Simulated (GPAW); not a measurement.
A computed F K-edge spectrum of one site in a crystal of F and V, with its zero at a photon energy of about 678.7 eV (LDA puts this hole about 5 eV below PBE, itself good to a few eV). Method: GPAW, LDA + U, full core hole (charged cell) in a small cell, dipole transitions, broadening that rises with energy.

Energy from the lowest empty level; intensity scaled to a mean of 1 over the first 20 eV:

| E (eV) | intensity |
| --- | --- |
| -2.0 | 0.00 |
| -1.0 | 0.00 |
| 0.0 | 0.01 |
| 1.0 | 0.10 |
| 2.0 | 1.37 |
| 3.0 | 0.97 |
| 4.0 | 1.01 |
| 5.0 | 0.13 |
| 6.0 | 0.40 |
| 7.0 | 0.75 |
| 8.0 | 1.34 |
| 9.0 | 1.68 |
| 10.0 | 1.84 |
| 11.0 | 1.79 |
| 12.0 | 1.78 |
| 13.0 | 1.33 |
| 14.0 | 1.06 |
| 15.0 | 0.92 |
| 16.0 | 0.76 |
| 17.0 | 0.67 |
| 18.0 | 0.71 |
| 19.0 | 0.81 |
| 20.0 | 0.77 |
| 21.0 | 0.61 |
| 22.0 | 0.52 |
| 23.0 | 0.57 |
| 24.0 | 0.69 |
| 25.0 | 0.82 |
| 26.0 | 0.93 |
| 27.0 | 1.01 |
| 28.0 | 1.05 |
| 29.0 | 1.10 |
| 30.0 | 1.21 |
| 31.0 | 1.35 |
| 32.0 | 1.45 |

Q: Which coordination does this site have?

A K edge sees empty p states; the first features are F p mixed into the empty d states of the V neighbours, and the broad ones above probably into the cations' higher empty bands. It is atom 5 of VF3 (P-1), with 1 V at 1.92 Å and 1 V at 1.97 Å (bent, 143°, site symmetry 1). Its main maxima below 24 eV lie at 2.3 eV (1.56), 3.6 eV (1.45), 10.0 eV (1.84), 11.6 eV (1.83) and 19.3 eV (0.81). A near-edge spectrum doesn't fix the structure by itself; it is matched against candidates. The hole lies in one spin channel, while the script sums the empty states of both and takes the lower zero; where the two channels are split, this blurs and shifts the curve. The crystal has 3 inequivalent F sites and not all are shown here, while a measurement adds them all. The spins start antiferromagnetically in a simple order, which needn't be the measured one; gap and edge can depend on it. The holes are only 5.1 Å apart, so the shape is probably not converged with cell size; no larger cell was run here. The mesh is coarse (0.38 Å⁻¹ between points), so small maxima may be mesh ripples. The structure is a computed Materials Project entry and may be a hypothetical form.

[Hosts, paths, dates, database ids (printed as entryN), source tags and the programs' standing remarks are cut or masked in the printed files.]

[Lists of maxima count a maximum above −3 eV only where it reaches 4 % of the highest in the window and stands out from its surroundings by 2 % of it (1.5 % where it reaches 55 %); shoulders and weaker maxima are passed over, and of the rest the first, up to two pre-edge ones and the few strongest are named.]
